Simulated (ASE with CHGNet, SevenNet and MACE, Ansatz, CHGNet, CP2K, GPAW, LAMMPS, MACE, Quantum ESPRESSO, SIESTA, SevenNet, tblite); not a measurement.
**Running glassy 77Na2O-23TiO2 (mol %) (66 atoms) with machine-learned potentials**

Wanted: machine-learned potentials inputs and outputs for glassy 77Na2O-23TiO2 (mol %) (66 atoms), checked against a plane-wave reference.

Main program and level: ASE with CHGNet, SevenNet and MACE; the method is named at each step.

### 1. Set-up

The cell holds 66 atoms: 34 Na, 5 Ti and 27 O. Its edges and angles: a = 9.229 Å, b = 9.229 Å, c = 9.229 Å, α = 90.0°, β = 90.0°, γ = 90.0°. 66 atoms (34 Na, 5 Ti, 27 O) placed at random at 3.15 g/cm³, melted at 4000 K for 10 ps at fixed volume with the Morse and Coulomb pair potential with partial charges (Pedone, Malavasi, Menziani, Cormack and Segre, J. Phys. Chem. B 110, 11780 (2006)). Quenched from 4000 K to 300 K at 10 K/ps and fixed volume, held 10 ps at zero pressure.

The yardstick, on the same geometry:

- method: Kohn-Sham DFT, PBE, PAW, plane waves (Ansatz 0.2.0); cutoff 420 eV, Γ point, fermi-dirac smearing of 0.05 eV; PAW set soft_2
- r.m.s. force component: 0.6986 eV/Å
- longest force: 3.675 eV/Å
- pressure: 7.324 GPa
- gap (highest filled to lowest empty level): 2.302 eV
- SCF cycles: 11
- time: 11 s on 4 threads of Arm Neoverse V1, shared host
- CPU time: 39 s

### 2. CHGNet 0.3.0 potential

Method: machine-learned interatomic potential CHGNet 0.3.0, trained on PBE(+U) plane-wave data.

Contents of run.py:

```python
import numpy as np
from ase.io import read
import mlip  # loads the published weights by name

atoms = read("structure.xyz")
atoms.calc = mlip.calc("chgnet-0.3.0")
energy = atoms.get_potential_energy()
forces = atoms.get_forces()
print(f"energy {energy:.6f} eV")
print("forces (eV/A)")
for i, (a, f) in enumerate(zip(atoms, forces)):
    print(f"{i:4d} {a.symbol:2s} {f[0]:10.5f} {f[1]:10.5f} {f[2]:10.5f}")
stress = -atoms.get_stress(voigt=False) * 160.21766
print("stress (GPa, compression positive)")
for row in stress:
    print(" ".join(f"{x:10.4f}" for x in row))
```

Contents of structure.xyz:

```xyz
66
Lattice="9.22896 0.00000 0.00000 0.00000 9.22896 0.00000 0.00000 0.00000 9.22896" Properties=species:S:1:pos:R:3 pbc="T T T"
Na 2.27669 2.06424 3.11071
Na 0.89761 9.11415 4.33669
Na 3.38149 4.21302 2.34056
Na 8.96354 2.71654 2.81225
Na 1.27849 5.32280 3.16443
Na 5.12060 4.49506 3.67922
Na 5.43613 8.89395 8.70817
Na 2.33013 1.98450 8.63443
Na 6.60083 5.82597 8.88657
Na 8.93899 7.10621 4.61909
Na 8.12970 1.30055 5.72703
Na 4.58605 4.88341 5.95452
Na 0.54802 8.68224 7.45709
Na 3.50784 1.08680 1.07850
Na 3.27065 8.98559 6.90548
Na 4.27615 7.01004 0.35144
Na 7.52492 4.76260 4.67788
Na 5.44139 1.37991 6.90280
Na 6.24311 6.16771 2.21726
Na 2.66874 4.94211 0.08417
Na 8.74361 5.11912 1.20650
Na 3.44969 6.63119 4.17232
Na 2.83421 6.54186 7.36637
Na 0.16898 2.02465 0.47972
Na 5.19147 9.15771 3.13129
Na 6.77599 2.08141 4.06628
Na 7.74337 1.50875 8.26712
Na 3.09373 9.06598 4.51259
Na 5.14505 3.92988 7.81148
Na 0.70325 5.68762 6.53687
Na 0.37257 4.08612 8.55921
Na 4.28427 2.08187 4.84059
Na 8.14650 7.48598 8.43121
Na 7.92546 3.86906 6.84595
Ti 6.03611 2.91192 1.16091
Ti 1.61525 7.85274 1.11883
Ti 7.93128 8.80997 1.86370
Ti 1.75101 3.19387 5.92813
Ti 6.14667 7.57670 5.95997
O 2.51120 4.18921 7.14340
O 1.71696 7.47195 5.59450
O 2.00555 9.19020 2.49117
O 6.43775 7.91153 1.20438
O 7.27122 3.68309 9.03045
O 2.43534 1.51023 5.72352
O 1.41102 3.53349 1.39440
O 7.98527 0.06580 3.66436
O 4.81973 2.19123 2.66283
O 6.10708 3.18602 5.77973
O 7.18207 8.89136 7.02232
O 2.74248 6.66986 1.89424
O 0.05141 9.07216 0.48175
O 4.96389 6.89126 7.16223
O 7.13214 3.94114 2.51978
O 5.79985 6.63470 4.47106
O 7.27297 1.36192 1.46344
[... 6 atom lines left out ...]
O 0.44022 2.35172 7.33509
O 0.24152 3.69694 5.07667
O 7.63992 6.31445 6.39272
O 5.01169 4.58107 0.91911
```

The run is started by

```bash
$ OMP_NUM_THREADS=1 python run.py > output.txt
```

What it wrote:

```text
CHGNet v0.3.0 initialized with 412,525 parameters
CHGNet will run on cpu
energy -339.450317 eV
forces (eV/A)
   0 Na    0.03538    0.55175    0.05691
   1 Na   -0.53974    0.27578   -0.26795
   2 Na   -0.27822   -0.38506   -0.68613
   3 Na   -0.30062    0.02889    0.20759
   4 Na   -0.03378   -0.14095    0.13891
   5 Na    0.85862   -0.89602   -0.21386
   6 Na    0.48244    0.38260    0.03317
   7 Na    0.34288    0.19916   -0.95861
   8 Na   -0.47548   -0.44141   -0.55341
   9 Na   -0.86843    0.40803   -0.29011
  10 Na    0.43014   -0.19374    0.20487
  11 Na   -0.31636    0.40338   -0.27542
  12 Na    0.56463    0.30686   -0.14559
  13 Na    0.39713   -0.23571    0.91884
  14 Na    0.03065   -0.13772   -0.23307
  15 Na    0.06167   -0.11656    0.55253
  16 Na   -0.29925    0.22205   -0.21704
  17 Na    0.35928    0.09564   -0.12551
  18 Na    0.25749   -0.84412    0.96083
  19 Na   -0.11841   -0.15357    0.57313
  20 Na   -0.10746    0.22809    0.51636
  21 Na   -0.32059    0.08838    0.04653
  22 Na   -0.68450    0.24133   -0.12459
  23 Na   -0.48443   -0.59408    0.56977
[...]
58 O    -0.10371   -0.57211   -1.08056
  59 O     0.00284   -0.89606    0.57321
  60 O     1.11220    0.54353   -0.98741
  61 O     0.20439   -0.19310   -0.37775
  62 O    -0.59855   -0.60651    0.78349
  63 O    -1.43332    0.71273   -1.16278
  64 O     0.87522   -0.62912    0.45251
  65 O    -0.95168    1.11866   -0.38260
stress (GPa, compression positive)
    6.3756    -0.1418     0.3694
   -0.1418     4.9923    -0.5782
    0.3694    -0.5782     7.1303
```

It took 5.4 s on 1 thread of Arm Neoverse V1, shared host; peak memory 1.2 GiB.

Banners, paths, timers and routine set-up lines are dropped from the logs unmarked, and long logs keep their key lines alone; longer cuts are marked.

Compared with the plane-wave run:

* r.m.s. force component: 0.7035 eV/Å
* r.m.s. difference of force components: 122.6 meV/Å
* longest difference of force vectors: 598.8 meV/Å
* force difference over r.m.s. force: 17.55 %
* slope of forces against the reference's: 0.9916
* correlation of force components: 0.9847
* pressure: 6.166 GPa
* pressure difference: -1.158 GPa

Length of the force difference by element (eV/Å):

```csv
element,atoms,mean,most
Na,34,0.17,0.33
O,27,0.21,0.60
Ti,5,0.21,0.31
```

A closer look about O40, which bears the longest force: 11 atoms, nearest first, numbered in the order of the input, with positions taken from that point.

| atom | x | y | z | distance (Å) | bonds | Fx | Fy | Fz (eV/Å) |
| --- | --- | --- | --- | --- | --- | --- | --- | --- |
| O40 | 0.00 | 0.00 | 0.00 | 0.00 | 8 | 1.54 | 2.11 | 2.96 |
| Ti38 | -0.76 | -1.00 | -1.22 | 1.75 | 5 | -0.77 | -1.88 | -1.46 |
| Na20 | 0.16 | 0.75 | 2.17 | 2.30 | 5 | -0.12 | -0.15 | 0.57 |
| Na23 | 0.32 | 2.35 | 0.22 | 2.39 | 5 | -0.68 | 0.24 | -0.12 |
| Na30 | -1.81 | 1.50 | -0.61 | 2.43 | 5 | -0.14 | 0.35 | -0.12 |
| Na12 | 2.07 | 0.69 | -1.19 | 2.49 | 5 | -0.32 | 0.40 | -0.28 |
| Na31 | -2.14 | -0.10 | 1.42 | 2.57 | 5 | 0.45 | 0.56 | 0.11 |
| O61 | 0.34 | -0.14 | -2.62 | 2.64 | 8 | 1.11 | 0.54 | -0.99 |
| Na8 | -0.18 | -2.20 | 1.49 | 2.67 | 5 | 0.34 | 0.20 | -0.96 |
| Na29 | 2.63 | -0.26 | 0.67 | 2.73 | 5 | 0.14 | -0.83 | 1.10 |
| O63 | -2.07 | -1.84 | 0.19 | 2.78 | 8 | -0.60 | -0.61 | 0.78 |

Atoms are counted from 1 here, from 0 in the log.

Forces lie 18 % from the reference's, at 0.13 times its CPU time (on 1 against 4 cores).

### 3. SevenNet l3i5 potential

Method: machine-learned interatomic potential SevenNet l3i5, trained on PBE(+U) plane-wave data.

Changes to run.py since step 2:

```diff
@@ -5,3 +5,3 @@
 atoms = read("structure.xyz")
-atoms.calc = mlip.calc("chgnet-0.3.0")
+atoms.calc = mlip.calc("7net-l3i5")
 energy = atoms.get_potential_energy()
```

structure.xyz is that of step 2.

What it wrote:

```text
energy -320.112488 eV
forces (eV/A)
   0 Na    0.11035    0.67975   -0.01998
   1 Na   -0.82501    0.27469   -0.24389
   2 Na   -0.38493   -0.34932   -0.80421
   3 Na   -0.36427   -0.01982    0.20838
   4 Na   -0.15188   -0.09527    0.09382
   5 Na    0.97640   -1.05977   -0.18593
   6 Na    0.51552    0.36989    0.21393
   7 Na    0.27238    0.12675   -1.05446
   8 Na   -0.59767   -0.47368   -0.50418
   9 Na   -0.86993    0.36960   -0.45204
  10 Na    0.43621   -0.29870    0.20182
  11 Na   -0.36781    0.46226   -0.20737
  12 Na    0.70225    0.42272   -0.13824
  13 Na    0.59399   -0.35456    1.10999
  14 Na   -0.04327   -0.19072   -0.22209
  15 Na    0.36083   -0.19633    0.54660
  16 Na   -0.34899    0.27098   -0.37964
  17 Na    0.37674    0.16026   -0.11559
  18 Na    0.32599   -0.88520    1.12472
  19 Na   -0.04200   -0.23834    0.60955
  20 Na   -0.09619    0.23558    0.59387
  21 Na   -0.42026    0.19609    0.02424
  22 Na   -0.65395    0.37668   -0.12501
  23 Na   -0.61535   -0.65749    0.39110
[...]
58 O    -0.32671   -0.58033   -1.09406
  59 O     0.22352   -0.82644    0.48316
  60 O     1.06534    0.61028   -0.80130
  61 O     0.08006   -0.29836   -0.18390
  62 O    -0.24868   -0.73437    0.40971
  63 O    -1.63969    0.80258   -1.42068
  64 O     0.89772   -0.60192    0.50670
  65 O    -0.83371    1.10678   -0.39525
stress (GPa, compression positive)
    7.6326    -0.5044     0.1546
   -0.5044     5.8190    -0.4559
    0.1546    -0.4559     8.6430
```

Elapsed: 13 s, on 1 thread; peak memory 1.4 GiB.

Numbers from this run, and their distance from the reference:

- r.m.s. force component: 0.7191 eV/Å
- r.m.s. difference of force components: 72.11 meV/Å
- longest difference of force vectors: 343.9 meV/Å
- force difference over r.m.s. force: 10.32 %
- slope of forces against the reference's: 1.024
- correlation of force components: 0.9952
- pressure: 7.365 GPa
- pressure difference: 0.0406 GPa

Against the first run (18 %), the force difference from the reference is 10 %, at 2.4 times the CPU time.

### 4. MACE MP-0b3 medium potential

Method: machine-learned interatomic potential MACE MP-0b3 medium, trained on PBE(+U) plane-wave data.

Changes to run.py since step 3:

```diff
@@ -5,3 +5,3 @@
 atoms = read("structure.xyz")
-atoms.calc = mlip.calc("7net-l3i5")
+atoms.calc = mlip.calc("mace-mp-0b3-medium")
 energy = atoms.get_potential_energy()
```

structure.xyz is that of step 3.

What it wrote:

```text
energy -321.445777 eV
forces (eV/A)
   0 Na    0.07996    0.62786    0.01716
   1 Na   -0.84802    0.34370   -0.19604
   2 Na   -0.38754   -0.36625   -0.75524
   3 Na   -0.31392    0.04833    0.26762
   4 Na   -0.18802   -0.04748    0.13723
   5 Na    0.98647   -0.91933   -0.13896
   6 Na    0.47600    0.36729    0.12927
   7 Na    0.32645    0.18651   -1.09952
   8 Na   -0.50141   -0.47107   -0.51798
   9 Na   -0.87529    0.29888   -0.41425
  10 Na    0.43886   -0.24773    0.22066
  11 Na   -0.39637    0.51291   -0.28928
  12 Na    0.70655    0.40845   -0.16431
  13 Na    0.55849   -0.30278    1.05395
  14 Na   -0.04238   -0.17188   -0.18512
  15 Na    0.23770   -0.16110    0.53407
  16 Na   -0.35343    0.20009   -0.34544
  17 Na    0.35113    0.07588   -0.08745
  18 Na    0.28400   -0.92387    1.05289
  19 Na   -0.02612   -0.22341    0.54667
  20 Na   -0.09280    0.21133    0.65760
  21 Na   -0.39340    0.17605    0.05919
  22 Na   -0.60624    0.26860   -0.13324
  23 Na   -0.58122   -0.70802    0.43718
[...]
58 O    -0.18293   -0.46157   -0.88390
  59 O     0.08991   -0.88222    0.46545
  60 O     0.92221    0.52856   -0.71334
  61 O     0.19065   -0.26794   -0.28396
  62 O    -0.15604   -0.62438    0.22371
  63 O    -1.68076    0.85408   -1.36728
  64 O     0.87408   -0.54960    0.46575
  65 O    -0.89245    1.21800   -0.51059
stress (GPa, compression positive)
    7.1976    -0.4477     0.2618
   -0.4477     5.6313    -0.4651
    0.2618    -0.4651     8.0906
```

It took 9.3 s on 1 thread; peak memory 0.99 GiB.

Numbers from this run, and their distance from the reference:

- r.m.s. force component: 0.7257 eV/Å
- r.m.s. difference of force components: 88.84 meV/Å
- longest difference of force vectors: 524.1 meV/Å
- force difference over r.m.s. force: 12.72 %
- slope of forces against the reference's: 1.031
- correlation of force components: 0.9929
- pressure: 6.973 GPa
- pressure difference: -0.3511 GPa

Against the first run (18 %), the force difference from the reference is 13 %, at 1.8 times the CPU time.

### 5. Side by side

Differences are against the plane-wave reference, forces as r.m.s. over components; share is that over the reference's r.m.s. force, slope the least-squares factor from reference forces to these. Total energies of different programs have different zeros and aren't compared.

```
                         run  Δ force, r.m.s. (meV/Å)  share (%)  slope  Δ pressure (GPa)  cores  CPU time  memory (GiB)
                   reference                        -          -      -                 -      4      39 s           1.1
      CHGNet 0.3.0 potential                      123       17.5  0.992             -1.16      1       5 s           1.2
     SevenNet l3i5 potential                     72.1       10.3  1.024            0.0406      1      12 s           1.4
MACE MP-0b3 medium potential                     88.8       12.7  1.031            -0.351      1     9.3 s          0.99
```

Times of the machine-learned potentials are mostly Python's start and the loading of weights.

CPU time is summed over cores on a shared host, where runs went side by side, so it is rough. Symmetry, cutoffs, thresholds, outputs and thread counts weren't matched or tuned between programs; memory under MPI is the largest rank's times the ranks.

### 6. Results

| Item | Value |
| --- | --- |
| nearest in forces | SevenNet l3i5 potential, 10 % |
| its CPU time | 12 s |

Machine-learned potentials differ by 10 % (SevenNet l3i5 potential) to 18 % (CHGNet 0.3.0 potential); they were trained on other programs' data. Machine-learned potentials mimic data converged in k, so the reference's own k-point error enters their differences. The quench rate of 10 K/ps is many orders above laboratory rates, so the cell is likely richer in defects and strain than a real sample. The network of bonds at the start is that of the classical potential that made the cell, and needn't be the one that DFT or experiment would give. The electronic-structure runs sample only Γ, in a cell whose shortest periodic width is 9 Å.

[Also dropped from logs without a mark: logging warnings of Python, and SIESTA's first energy breakdown and zero terms.]

[Logs are printed without paths, hosts, clocks, repeated set-up lines and the standing remarks that a program may print on its own settings, such as how far it seeks lower states.]

[Hosts, paths, dates, database ids (printed as entryN), source tags and the programs' standing remarks are cut or masked in the printed files.]
